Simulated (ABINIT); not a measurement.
# Te2Mo (P6_3/mmc): G0W0 in ABINIT against the exchange cutoff

Aim: move the exchange cutoff of a G0W0 run on Te2Mo (P6_3/mmc) over a wide range.

Method: PBE and many-body steps on it, plane waves, in ABINIT 10.8.3.

Most raw output is cut from this account.

## (1) The structure

It takes space group P6_3/mmc (No. 194, hexagonal). The conventional cell has a = 3.518 Å, b = 3.518 Å, c = 13.974 Å, α = 90.00°, β = 90.00°, γ = 120.00°. Nearest to Te lie 3 Mo at 2.72 Å. Nearest to Mo lie 6 Te at 2.72 Å. Farther neighbours and most contacts between anions are not listed.

The cell and positions come from the Crystallography Open Database and are kept as given unless a step says otherwise. Spin-orbit coupling is left out unless a step names it.

## (2) Screening, 3×3×1 mesh, 132 bands, screening to 106.1 eV

This step: ABINIT 10.8.3; RPA screening on PBE, plane waves, norm-conserving pseudopotentials.

The RPA dielectric matrix is built and inverted for each q.

run.abi reads:

```
acell 3*1.0 Angstrom
rprim 
  3.518200000003 -0.000000000001 0.000000000000
  -1.759100000001 3.046850575598 0.000000000000
  0.000000000000 0.000000000000 13.973600000000
ntypat 2
znucl 52 42
natom 6
typat 1 1 1 1 2 2
xred 
  0.333333333333 0.666666666667 0.621000000000
  0.666666666667 0.333333333333 0.121000000000
  0.333333333333 0.666666666667 0.879000000000
  0.666666666667 0.333333333333 0.379000000000
  0.333333333333 0.666666666667 0.250000000000
  0.666666666667 0.333333333333 0.750000000000
pp_dirpath "pseudos"
pseudos "Te.upf, Mo.upf"
ecut 36
ngkpt 3 3 1
nshiftk 1
shiftk 0 0 0
kptopt 1
chksymbreak 0
istwfk *1
occopt 1
irdwfk 1
optdriver 3
nband 132
ecuteps 3.9
inclvkb 2
awtr 1
symchi 1
indata_prefix "in"
outdata_prefix "out"
tmpdata_prefix "tmp"
```

On the command line:

```bash
$ OMP_NUM_THREADS=1 mpirun -n 8 abinit run.abi > log
```

It took 57 s on 8 MPI ranks of Intel Xeon Platinum 8488C (Sapphire Rapids), shared host; peak memory 2.6 GiB.

This step gave:

```
ε∞ with local fields, on this mesh, along the program's q direction : 20.48
the same without local fields                                       : 23.07
plasma frequency                                                    : 29.10 eV
plane waves in the screening matrix                                 : 341
```

Local fields lower ε∞ by 11 %. On a Γ-centred mesh this coarse the value itself is usually too large, while a short band sum pulls it down.

## (3) 3.6 Ha

This step: G0W0 on PBE, plane waves, norm-conserving pseudopotentials.

Edit run.abi of step 2 so:

```diff
@@ -27,8 +27,17 @@
 irdwfk 1
-optdriver 3
+optdriver 4
 nband 132
+gwcalctyp 0
+ecutsigx 3.6
+symsigma 1
+nkptgw 2
+kptgw 
+  0.0000000000 0.0000000000 0.0000000000
+  0.3333333333 0.3333333333 0.0000000000
+bdgw 
+  45 48
+  45 48
 ecuteps 3.9
-inclvkb 2
-awtr 1
-symchi 1
+irdscr 1
+ppmodel 1
 indata_prefix "in"
```

Run time: 9 s. Hardware: 8 MPI ranks; peak memory 1.5 GiB; 67 s of CPU time.

This step gave:

```yaml
g0w0_gap_on_the_points_computed: 1.728 eV
starting_gap_on_the_mesh: 0.9565 eV
k_of_the_valence_top: 0.3333, 0.3333, 0
k_of_the_conduction_bottom: 0.3333, 0.3333, 0
z_at_the_valence_top: 0.77
z_at_the_conduction_bottom: 0.766
least_direct_g0w0_gap_on_the_computed_points: 1.728 eV
```

## (4) 7.2 Ha

Edit run.abi of step 3 so:

```diff
@@ -30,3 +30,3 @@
 gwcalctyp 0
-ecutsigx 3.6
+ecutsigx 7.2
 symsigma 1
```

Elapsed: 10 s, on 8 MPI ranks; peak memory 1.6 GiB; 76 s of CPU time.

This step gave:

```
G0W0 gap on the points computed              : 1.609 eV
starting gap on the mesh                     : 0.9565 eV
k of the valence top                         : 0.3333, 0.3333, 0
k of the conduction bottom                   : 0.3333, 0.3333, 0
Z at the valence top                         : 0.77
Z at the conduction bottom                   : 0.766
least direct G0W0 gap on the computed points : 1.609 eV
```

## (5) 14.4 Ha

The self-energy is evaluated for the states that the input lists, and the levels follow from it, in one-shot runs by the linearised quasiparticle equation.

Edit run.abi of step 4 so:

```diff
@@ -30,3 +30,3 @@
 gwcalctyp 0
-ecutsigx 7.2
+ecutsigx 14.4
 symsigma 1
```

The job ended after 15 s (8 MPI ranks; peak memory 1.6 GiB; 1.9 min of CPU time).

This step gave:

| Item | Value |
| --- | --- |
| G0W0 gap on the points computed | 1.535 eV |
| starting gap on the mesh | 0.9565 eV |
| k of the valence top | 0, 0, 0 |
| k of the conduction bottom | 0.3333, 0.3333, 0 |
| least direct G0W0 gap on the computed points | 1.568 eV |

The gap on the mesh goes from 0.96 eV to 1.54 eV, a correction of +0.58 eV.

## (6) 25.2 Ha

Edit run.abi of step 5 so:

```diff
@@ -30,3 +30,3 @@
 gwcalctyp 0
-ecutsigx 14.4
+ecutsigx 25.2
 symsigma 1
```

Wall time 11 s (8 MPI ranks); peak memory 1.9 GiB; 79 s of CPU time.

Numbers from this step:

```yaml
g0w0_gap_on_the_points_computed: 1.525 eV
starting_gap_on_the_mesh: 0.9565 eV
k_of_the_valence_top: 0, 0, 0
k_of_the_conduction_bottom: 0.3333, 0.3333, 0
least_direct_g0w0_gap_on_the_computed_points: 1.562 eV
```

Against the run before, the gap moves by −0.010 eV.

## (7) 36 Ha

Edit run.abi of step 6 so:

```diff
@@ -30,3 +30,3 @@
 gwcalctyp 0
-ecutsigx 25.2
+ecutsigx 36
 symsigma 1
```

Run time: 10 s. Hardware: 8 MPI ranks; peak memory 1.8 GiB.

This step gave:

```
G0W0 gap on the points computed              : 1.526 eV
starting gap on the mesh                     : 0.9565 eV
k of the valence top                         : 0, 0, 0
k of the conduction bottom                   : 0.3333, 0.3333, 0
least direct G0W0 gap on the computed points : 1.562 eV
```

Against the run before, the gap moves by +0.001 eV.

## (8) Side by side

Times are wall times on 8 MPI ranks of Intel Xeon Platinum 8488C (Sapphire Rapids), shared host, good to a factor of about two. A run's time includes the screening step that it read.

| run | mesh | bands | screening cutoff (eV) | DFT gap (eV) | gap on the mesh (eV) | direct (eV) | ε∞ used | time |
| --- | --- | --- | --- | --- | --- | --- | --- | --- |
| 3.6 Ha | 3×3×1 | 132 | 106.1 | 0.956 | 1.728 | 1.728 | 20.48 | 66 s |
| 7.2 Ha | 3×3×1 | 132 | 106.1 | 0.956 | 1.609 | 1.609 | 20.48 | 67 s |
| 14.4 Ha | 3×3×1 | 132 | 106.1 | 0.956 | 1.535 | 1.568 | 20.48 | 72 s |
| 25.2 Ha | 3×3×1 | 132 | 106.1 | 0.956 | 1.525 | 1.562 | 20.48 | 68 s |
| 36 Ha | 3×3×1 | 132 | 106.1 | 0.956 | 1.526 | 1.562 | 20.48 | 67 s |

## (9) Outcome

```
3.6 Ha       : 1.728 eV
7.2 Ha       : 1.609 eV
14.4 Ha      : 1.535 eV
25.2 Ha      : 1.525 eV
36 Ha        : 1.526 eV
known limits : not at the basis limit; exchange with frozen shells missing; no spin-orbit coupling; coarse k mesh
```

In words: The setting moved: exchange cutoff. From 3.6 Ha to 36 Ha the gap moves by −0.20 eV. It holds to 0.03 eV from 14.4 Ha on. Bands and screening cutoff are coupled, so a series along one setting does not show full convergence. Below the screening cutoff the correlation part is cut too. Bands and cutoff are finite, so the gap is not at the basis limit. The miss can reach some tenths of an eV and take either sign; the mesh is an error of its own. In the first G0W0 run levels were corrected at 2 k points alone, so a gap called «on the mesh» is the least over those, and an edge elsewhere would be missed. The 3×3×1 mesh is coarse for this cell, which bears on the long-range parts of exchange and screening. The norm-conserving file of at least one element keeps a d shell over frozen s and p shells of the same row. Exchange with those shells is missing from the self-energy, an error of 0.3 to 0.9 eV in cases checked, whose sign depends on which edge lies on those atoms. The many-body steps are scalar-relativistic: spin-orbit coupling is not in them.

[Paths, hosts, dates, memory and timing lines, banners, echoed tables and standing remarks are left out of the program output.]

[Logs are printed without paths, hosts, clocks, repeated set-up lines and the standing remarks that a program may print on its own settings, such as how far it seeks lower states.]

[Runs of the session that timed out or met a known fault of the program may be left out.]

[No measured gap is set beside runs whose start may be inverted or whose files or cutoffs have a known fault.]

[Hosts, paths, dates, database ids (printed as entryN), source tags and the programs' standing remarks are cut or masked in the printed files.]

[G0W0 gaps are taken among the corrected bands and points alone; a level outside them can change the order at an edge.]

[Where Ansatz stands beside ABINIT at settings called matched, ABINIT's density can come from a denser mesh and the files from another edition; pairs whose starting gaps differed by over 0.03 eV were left out, so agreement reads better than it is.]
